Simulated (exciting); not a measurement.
# O K-edge absorption of TiO2 (Rutile), all-electron BSE

Wanted: the near-edge spectrum and the bound core excitons at the O K edge of TiO2 (Rutile).

Program: exciting sodium. Level of theory: X-ray absorption, core-level Bethe-Salpeter equation, exchange and statically screened direct term, Tamm-Dancoff, all-electron LAPW+lo PBE. Results are calculated unless marked as measured.

## Step 1: The structure

The structure is tetragonal, space group P4_2/mnm (No. 136). The conventional cell has a = 4.592 Å, b = 4.592 Å, c = 2.957 Å, α = 90.00°, β = 90.00°, γ = 90.00°. Ti has 6 O at 1.95 to 1.98 Å nearest. Nearest to O lie 3 Ti at 1.95 to 1.98 Å. Farther neighbours and most contacts between anions are not listed.

Structure file:

```cif
data_structure
_symmetry_space_group_name_H-M 'P4_2/mnm'
_symmetry_Int_Tables_number 136
_cell_length_a 4.5922
_cell_length_b 4.5922
_cell_length_c 2.9574
_cell_angle_alpha 90.000
_cell_angle_beta 90.000
_cell_angle_gamma 90.000
_cell_volume 62.37
loop_
_atom_site_label
_atom_site_type_symbol
_atom_site_symmetry_multiplicity
_atom_site_Wyckoff_symbol
_atom_site_fract_x
_atom_site_fract_y
_atom_site_fract_z
_atom_site_occupancy
Ti1 Ti 2 a 0.50000 0.50000 0.50000 1
O1 O 4 f 0.80496 0.19504 0.50000 1
```

Differences between curves are given as r.m.s. difference over r.m.s. height.

## Step 2: The self-consistent potential

The species files are the program's own, with muffin-tin radii set in the input.

Input file input.xml:

```
<input>
  <title>TiO2</title>
  <structure speciespath="." autormt="false" epslat="1.0e-5">
    <crystal>
      <basevect>8.6780003079 0.0000000000 0.0000000000</basevect>
      <basevect>0.0000000000 8.6780003079 0.0000000000</basevect>
      <basevect>0.0000000000 0.0000000000 5.5886760399</basevect>
    </crystal>
    <species speciesfile="Ti.xml" rmt="2.069">
      <atom coord="0.5000000000 0.5000000000 0.5000000000"/>
      <atom coord="0.0000000000 0.0000000000 0.0000000000"/>
    </species>
    <species speciesfile="O.xml" rmt="1.500">
      <atom coord="0.8049600000 0.1950400000 0.5000000000"/>
      <atom coord="0.6950400000 0.6950400000 0.0000000000"/>
      <atom coord="0.1950400000 0.8049600000 0.5000000000"/>
      <atom coord="0.3049600000 0.3049600000 0.0000000000"/>
    </species>
  </structure>
  <groundstate do="fromscratch" xctype="GGA_PBE" ngridk="4 4 5" rgkmax="7" gmaxvr="14" nempty="8" swidth="0.001" maxscl="100" epsengy="1e-5"/>
</input>
```

The run is started by

```
> OMP_NUM_THREADS=1 mpirun -n 4 exciting
```

Output:

```text
EXCITING SODIUM started
********************************************************************************
* Ground-state run starting from atomic densities                              *
********************************************************************************
+ Starting initialization                                                      +
 Lattice vectors (cartesian) :
      8.6780003079      0.0000000000      0.0000000000
      0.0000000000      8.6780003079      0.0000000000
      0.0000000000      0.0000000000      5.5886760399
 Reciprocal lattice vectors (cartesian) :
      0.7240360779      0.0000000000      0.0000000000
      0.0000000000      0.7240360779      0.0000000000
      0.0000000000      0.0000000000      1.1242708044
 Unit cell volume                           :     420.8702790566
 Brillouin zone volume                      :       0.5893745075
 Species :    1 (Ti)
     parameters loaded from                 :    Ti.xml
     name                                   :    titanium
     nuclear charge                         :     -22.00000000
     electronic charge                      :      22.00000000
     atomic mass                            :   87256.20311000
     muffin-tin radius                      :       2.06900000
     # of radial points in muffin-tin       :     350
     atomic positions (lattice) :
       1 :   0.00000000  0.00000000  0.00000000
       2 :   0.50000000  0.50000000  0.50000000
 Species :    2 (O)
     parameters loaded from                 :    O.xml
     name                                   :    oxygen
     nuclear charge                         :      -8.00000000
     electronic charge                      :       8.00000000
     atomic mass                            :   29165.12203000
     muffin-tin radius                      :       1.50000000
     # of radial points in muffin-tin       :     250
     atomic positions (lattice) :
       1 :   0.30496000  0.69504000  0.00000000
       2 :   0.19504000  0.19504000  0.50000000
       3 :   0.69504000  0.30496000  0.00000000
       4 :   0.80496000  0.80496000  0.50000000
 Total number of atoms per unit cell        :       6
 Spin treatment                             :    spin-unpolarised
 Number of Bravais lattice symmetries       :      16
 Number of crystal symmetries               :      16
 k-point grid                               :       4    4    5
 Total number of k-points                   :      18
 k-point set is reduced with crystal symmetries
 R^MT_min * |G+k|_max (rgkmax)              :       7.00000000
 Species with R^MT_min                      :       2 (O)
 Maximum |G+k| for APW functions            :       4.66666667
 Maximum |G| for potential and density      :      14.00000000
 G-vector grid sizes                        :      40    40    25
 Total number of G-vectors                  :   19457
 Maximum angular momentum used for
     APW functions                          :       8
     computing H and O matrix elements      :       8
     potential and density                  :       8
     inner part of muffin-tin               :       2
 Total nuclear charge                       :     -76.00000000
 Total electronic charge                    :      76.00000000
 Total core charge                          :      28.00000000
 Total valence charge                       :      48.00000000
 Number of empty states                     :       8
 Total number of valence states             :      33
 Maximum Hamiltonian size                   :     782
 Maximum number of plane-waves              :     740
 Total number of local-orbitals             :      42
 Exchange-correlation type                  :      20
     Perdew-Burke-Ernzerhof, Phys. Rev. Lett. 77, 3865 (1996)
     Generalised gradient approximation (GGA)
 Smearing scheme                            :    Gaussian
 Smearing width                             :       0.00100000
 Using multisecant Broyden potential mixing
+ Ending initialization                                                        +
********************************************************************************
* Groundstate module started                                                   *
********************************************************************************
 Output level for this task is set to normal
+ Self-consistent loop started                                                 +
 Density and potential initialised from atomic data
+ SCF iteration number :    1                                                  +
 Total energy                               :     -2004.48830462
 _______________________________________________________________
 Fermi energy                               :         0.21338157
 Kinetic energy                             :      2031.01208522
 Coulomb energy                             :     -3916.15693565
 Exchange energy                            :      -116.35541420
 Correlation energy                         :        -2.98804000
 DOS at Fermi energy (states/Ha/cell)       :         0.00000000
 Electron charges :
     core                                   :        28.00000000
     core leakage                           :         0.00000153
     valence                                :        48.00000000
     interstitial                           :         8.27666420
     charge in muffin-tin spheres :
                  atom     1    Ti          :        18.77369366
                  atom     2    Ti          :        18.77369366
                  atom     3     O          :         7.54398712
                  atom     4     O          :         7.54398712
                  atom     5     O          :         7.54398712
                  atom     6     O          :         7.54398712
     total charge in muffin-tins            :        67.72333580
     total charge                           :        76.00000000
 Estimated fundamental gap                  :         0.22666633
        valence-band maximum at    1      0.0000  0.0000  0.0000
     conduction-band minimum at    1      0.0000  0.0000  0.0000
[... further iterations ...]
| Convergence targets achieved. Performing final SCF iteration                 +
 Total energy                               :     -2009.04335972
 _______________________________________________________________
 Fermi energy                               :         0.24184788
 Kinetic energy                             :      2024.79402950
 Coulomb energy                             :     -3915.26162894
 Exchange energy                            :      -115.55755217
 Correlation energy                         :        -3.01820812
 DOS at Fermi energy (states/Ha/cell)       :         0.00000000
 Electron charges :
     core                                   :        28.00000000
     core leakage                           :         0.00000158
     valence                                :        48.00000000
     interstitial                           :         9.19445622
     charge in muffin-tin spheres :
                  atom     1    Ti          :        19.60475676
                  atom     2    Ti          :        19.60475676
                  atom     3     O          :         6.89900756
                  atom     4     O          :         6.89900756
                  atom     5     O          :         6.89900756
                  atom     6     O          :         6.89900756
     total charge in muffin-tins            :        66.80554378
     total charge                           :        76.00000000
 Estimated fundamental gap                  :         0.06955125
        valence-band maximum at    1      0.0000  0.0000  0.0000
     conduction-band minimum at    1      0.0000  0.0000  0.0000
+ Self-consistent loop stopped                                                 +
 STATE.OUT is written
********************************************************************************
* Groundstate module stopped                                                   *
********************************************************************************
 Total time spent (seconds)                 :        70.63
- CAUTION! Warnings have been written in file WARNING.OUT !                    -
| EXCITING SODIUM stopped                                                      =
```

It took 72 s on 4 MPI ranks of Arm Neoverse V2, shared host.

The warnings file holds hints only, no warning.

The mesh shows a gap of 1.89 eV. Core levels (Dirac, from the valence top):

| atom | level | energy (eV) |
| --- | --- | --- |
| Ti | 1s1/2 | -4862.2 |
| Ti | 2s1/2 | -531.7 |
| Ti | 2p1/2 | -442.8 |
| Ti | 2p3/2 | -437.0 |
| O | 1s1/2 | -504.5 |

## Step 3: A richer basis for the empty states

Each species file gets more local orbitals, built from u and its energy derivative at 0.15 Ha and u at 0.9 Ha.

input.xml is that of step 2.

Input file SPECIES.xml, added lines:

```
<lo l="L">  <!-- L = 0, 1, 2 -->
  <wf matchingOrder="0" trialEnergy="0.1500" searchE="false"/>
  <wf matchingOrder="1" trialEnergy="0.1500" searchE="false"/>
  <wf matchingOrder="0" trialEnergy="0.9000" searchE="false"/>
</lo>
```

The run is started by

```
> OMP_NUM_THREADS=1 mpirun -n 4 exciting
```

Output:

```text
EXCITING SODIUM started
********************************************************************************
* Ground-state run starting from atomic densities                              *
********************************************************************************
+ Starting initialization                                                      +
[... lattice and species ...]
 Spin treatment                             :    spin-unpolarised
 Number of Bravais lattice symmetries       :      16
[...]
+ Self-consistent loop stopped                                                 +
 STATE.OUT is written
********************************************************************************
* Groundstate module stopped                                                   *
********************************************************************************
 Total time spent (seconds)                 :        77.82
- CAUTION! Warnings have been written in file WARNING.OUT !                    -
| EXCITING SODIUM stopped                                                      =
[key lines of the parts left out:]
Total energy                               :     -2009.04595958
Fermi energy                               :         0.24260203
```

The job ended after 80 s (4 MPI ranks).

Against the first ground state the total energy moves by -12 meV an atom and the gap by 0.00 eV.

(Part 1 of 3 ends here.)

[Banner, clock and machine lines of the logs are left out without a mark of their own.]

[Logs are printed without paths, hosts, clocks, repeated set-up lines and the standing remarks that a program may print on its own settings, such as how far it seeks lower states.]

[Hosts, paths, dates, database ids (printed as entryN), source tags and the programs' standing remarks are cut or masked in the printed files.]
